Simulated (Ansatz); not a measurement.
# BiB (model cell, started as rocksalt type): from the cell to its phonons, part 2 of 2

The cell of BiB (model cell, started as rocksalt type) is at rest. What are its phonons? After the zone centre comes a 4×4×4 q mesh on a 12×12×12 k mesh.

Ansatz 0.2.0; DFT PBEsol, scalar-relativistic, plane waves, PAW.

So far. Step 2 (Zone-centre response): Before it was imposed, the acoustic sum rule was missed by 7.3e-5 eV/Å². Small misses are needed for a sound result but don't prove that mesh and cutoff are converged. The lowest optical mode is real, 238 cm⁻¹.

The structure was built from a prototype and need not be the compound's stable phase.

**3. The dispersion (continued)**

Interpolated from a 4×4×4 q mesh. Phonon branches along the path, in cm⁻¹:

| point | branch 1 | branch 2 | branch 3 | branch 4 | branch 5 | branch 6 |
| --- | --- | --- | --- | --- | --- | --- |
| Γ | 0 | 0 | 0 | 238 | 238 | 238 |
| halfway | 50 | 50 | 84 | 255 | 255 | 324 |
| X | 66 | 66 | 111 | 278 | 278 | 284 |
| halfway | 70 | 77 | 109 | 263 | 280 | 289 |
| U | 68 | 92 | 103 | 250 | 296 | 303 |
| jump to K | 68 | 92 | 103 | 250 | 296 | 303 |
| halfway | 47 | 60 | 84 | 204 | 239 | 295 |
| Γ | 0 | 0 | 0 | 238 | 238 | 238 |
| halfway | 41 | 41 | 71 | 191 | 191 | 231 |
| L | 59 | 59 | 113 | 274 | 274 | 365 |
| halfway | 64 | 84 | 107 | 271 | 299 | 337 |
| W | 78 | 94 | 94 | 264 | 264 | 319 |
| halfway | 76 | 77 | 107 | 247 | 289 | 294 |
| X | 66 | 66 | 111 | 278 | 278 | 284 |

The phonon branches as a text plot (rows in cm⁻¹):

```
    357 |                    **                 *****
    342 |       **          *                  *     **
    326 |      *  **       *   *                       ****
    311 |                 *                                **
    295 |           *  *****    *             *     ****     **
    280 |    ** *********   *                    ***    *  **  **
    264 |              *    ****             *  *   *******    *
    249 |   *  *        ****     *             *           ****
    233 |*** **                **    ****   * *
    218 |  **                    ****    ***
    202 |                       * **      *  *
    187 |                        ***       **
    171 |
    156 |
    140 |
    125 |
    109 |        **********                    **********   *****
     93 |       *        *******              *        *****
     78 |      *       **    *****          **      ***  ******
     62 |    ** ******** ****** * **       *    *********      **
     47 |   ****               ***  *     * ****
     31 |  **                     **     * *
     16 | **                        **  * *
      0 |**                          *****
         Γ           X  U|K            Γ         L        W     X
```

Tetrahedra on a 20×20×20 mesh, mean over bins of 5 cm-1. Interpolated from a 4×4×4 q mesh. Table of phonon density of states by wavenumber; read off at these points:

wavenumber (cm⁻¹), phonon density of states (1/cm⁻¹/cell) and a bar:
```
       -8     0.0000 
        8     0.0010 
       18     0.0024 #
       32     0.0055 ##
       42     0.0123 #####
       58     0.0457 ####################
       68     0.0697 ##############################
       72     0.0513 ######################
       82     0.0331 ##############
       98     0.0232 ##########
      102     0.0610 ##########################
      108     0.0597 ##########################
      122     0.0000 
      132     0.0000 
      148     0.0000 
      162     0.0000 
      172     0.0000 
      188     0.0024 #
      198     0.0058 ##
      212     0.0108 #####
      228     0.0109 #####
      238     0.0104 ####
      252     0.0345 ###############
      262     0.0329 ##############
      268     0.0414 ##################
      278     0.0194 ########
      288     0.0317 ##############
      292     0.0327 ##############
      302     0.0150 ######
      318     0.0141 ######
      328     0.0150 ######
      338     0.0264 ###########
      342     0.0232 ##########
      352     0.0046 ##
      368     0.0000
```

The partial phonon density of states has structure finer than the step of the table below, so its rows give means over 20 cm⁻¹, whole bins alone (the curve runs from -17.3 to 384 cm⁻¹). Peaks (cm⁻¹: height): B 267.8: 0.0374, 290.5: 0.0326, 323.3: 0.0191, 338.5: 0.0268; Bi 65.9: 0.0660, 103.8: 0.0593.

Phonopy on the run's constants, 19x19x19 mesh, Gaussian sigma 2.9 cm-1. Interpolated from a 4×4×4 q mesh. The partial phonon density of states by wavenumber; means over each step; values in 1/cm⁻¹/cell:

| wavenumber (cm⁻¹) | B | Bi |
| --- | --- | --- |
| 0 | 2.7e-5 | 5.5e-4 |
| 20 | 1.2e-4 | 0.00281 |
| 40 | 1.9e-4 | 0.0118 |
| 60 | 3.8e-4 | 0.0498 |
| 80 | 2.4e-4 | 0.0389 |
| 100 | 8.9e-5 | 0.0403 |
| 120 | 6.6e-6 | 0.00486 |
| 140 | 0 | 0 |
| 160 | 0 | 0 |
| 180 | 9.6e-4 | 2.0e-5 |
| 200 | 0.00695 | 1.5e-4 |
| 220 | 0.0100 | 1.8e-4 |
| 240 | 0.0138 | 1.3e-4 |
| 260 | 0.0336 | 2.4e-4 |
| 280 | 0.0270 | 2.4e-4 |
| 300 | 0.0207 | 6.7e-5 |
| 320 | 0.0136 | 1.2e-5 |
| 340 | 0.0194 | 9.6e-6 |
| 360 | 0.00291 | 2.7e-7 |

Second derivatives of the energy by pair, one row for each kind of neighbour of each atom listed. Each entry sums the pair over the periodic images of the supercell that the q mesh stands for, and in a polar crystal it holds the long-range dipole part too. Force constants by pair, by row:

| atom | neighbour | distance (Å) | third of the trace (eV/Å²) | along the pair's line (eV/Å²) |
| --- | --- | --- | --- | --- |
| B1 | itself | 0 | 3.141 | – |
| B1 | Bi | 2.604 | -0.1938 | -0.5107 |
| B1 | B | 3.683 | -0.1305 | -0.3558 |
| B1 | Bi | 4.51 | 0.0544 | 0.0962 |
| B1 | B | 5.208 | -0.076 | -0.3047 |
| B1 | Bi | 5.823 | -0.0367 | -0.0587 |
| B1 | B | 6.378 | -0.0098 | 0.0078 |
| B1 | B | 7.365 | 0.0027 | -0.0611 |
| Bi2 | itself | 0 | 5.11 | – |
| Bi2 | B | 2.604 | -0.1938 | -0.5107 |
| Bi2 | Bi | 3.683 | -0.361 | -1.155 |
| Bi2 | B | 4.51 | 0.0544 | 0.0962 |
| Bi2 | Bi | 5.208 | 0.0505 | 0.0925 |
| Bi2 | B | 5.823 | -0.0367 | -0.0587 |
| Bi2 | Bi | 6.378 | -0.0124 | 0.0167 |
| Bi2 | Bi | 7.365 | 0.0216 | -0.0146 |

Symmetry leaves 8 wavevectors to solve. The lowest mode among them, the acoustic zeros apart, lies at q = (0, 0, 0.25) and is real, 41.2 cm⁻¹. Between them the interpolated path dips to 7i cm⁻¹.

**4. Isotope substitution**

An isotope changes the mass and not the force constants, so no new electronic calculation is needed; the shifts show which modes move this element.

The same force constants with the mass of B changed from 10.810 to 10.013 u (phonopy, no LO-TO term). Both lists are sorted by frequency; levels can cross, so a row need not hold one and the same mode. Modes under 3 cm⁻¹ are left out. Isotope shifts, by row:

| q | rank | natural mass (cm⁻¹) | changed mass (cm⁻¹) |
| --- | --- | --- | --- |
| 0 0 0 | 4 | 237.7 | 246.5 |
| 0 0 0 | 5 | 237.7 | 246.5 |
| 0 0 0 | 6 | 237.7 | 246.5 |
| 0 0 0.25 | 1 | 41.24 | 41.25 |
| 0 0 0.25 | 2 | 41.24 | 41.25 |
| 0 0 0.25 | 3 | 71.22 | 71.24 |
| 0 0 0.25 | 4 | 191.4 | 198.8 |
| 0 0 0.25 | 5 | 191.4 | 198.8 |
| 0 0 0.25 | 6 | 230.8 | 239.8 |
| 0 0 -0.5 | 1 | 59.25 | 59.25 |
| 0 0 -0.5 | 2 | 59.25 | 59.25 |
| 0 0 -0.5 | 3 | 112.7 | 112.7 |
| 0 0 -0.5 | 4 | 273.8 | 284.4 |
| 0 0 -0.5 | 5 | 273.8 | 284.4 |
| 0 0 -0.5 | 6 | 365.1 | 379.4 |
| 0 0.25 0.25 | 1 | 50.18 | 50.25 |
| 0 0.25 0.25 | 2 | 50.18 | 50.25 |
| 0 0.25 0.25 | 3 | 84.4 | 84.41 |
| 0 0.25 0.25 | 4 | 255.3 | 264.9 |
| 0 0.25 0.25 | 5 | 255.3 | 264.9 |
| 0 0.25 0.25 | 6 | 323.6 | 336.1 |

A mode of this element alone would shift by +3.90 %. The highest zone-centre frequency without the field goes from 237.7 to 246.5 cm⁻¹ (+3.7 %). The product of the frequency ratios over all optical modes at Γ is 1.116; the product rule, (m/m′)^(3k/2) (M′/M)^(3/2) with k = 1 such atoms and M the mass of the cell, gives 1.116.

**5. Outcome**

```json
{
 "space group (within 0.01 Å)": "Fm-3m",
 "volume per atom": "17.7 Å³",
 "electronic character": "no gap on this mesh",
 "highest optical mode at the zone centre (no LO-TO term)": "238 cm⁻¹",
 "lowest optical zone-centre mode": "238 cm⁻¹",
 "lowest mode on the q mesh (acoustic modes at Γ apart)": "41.2 cm⁻¹",
 "highest frequency on the path or at a solved wavevector": "365 cm⁻¹",
 "imaginary modes on the 4×4×4 q mesh": "none"
}
```

In words: No mode is imaginary at the 8 irreducible wavevectors solved, but between them the interpolated path dips to 7.4i cm⁻¹, so stability is not settled. The optical modes at Γ form one degenerate level at 238 cm⁻¹. The highest mode in this list at Γ, 237.7 cm⁻¹, is mostly motion of B (95 % of the kinetic energy). With no gap, or one that is small against the smearing, the frequencies hang on the k mesh and the smearing, most of all near Kohn anomalies. Spin-orbit coupling is left out, which can matter for the heavy elements here. The starting cell was built on a prototype and not taken from a measurement, so the phase need not exist. These are harmonic frequencies at zero temperature: anharmonic shifts, linewidths and thermal expansion are left out.

[Logs are printed without paths, hosts, clocks, repeated set-up lines and the standing remarks that a program may print on its own settings, such as how far it seeks lower states.]

[Hosts, paths, dates, database ids (printed as entryN), source tags and the programs' standing remarks are cut or masked in the printed files.]
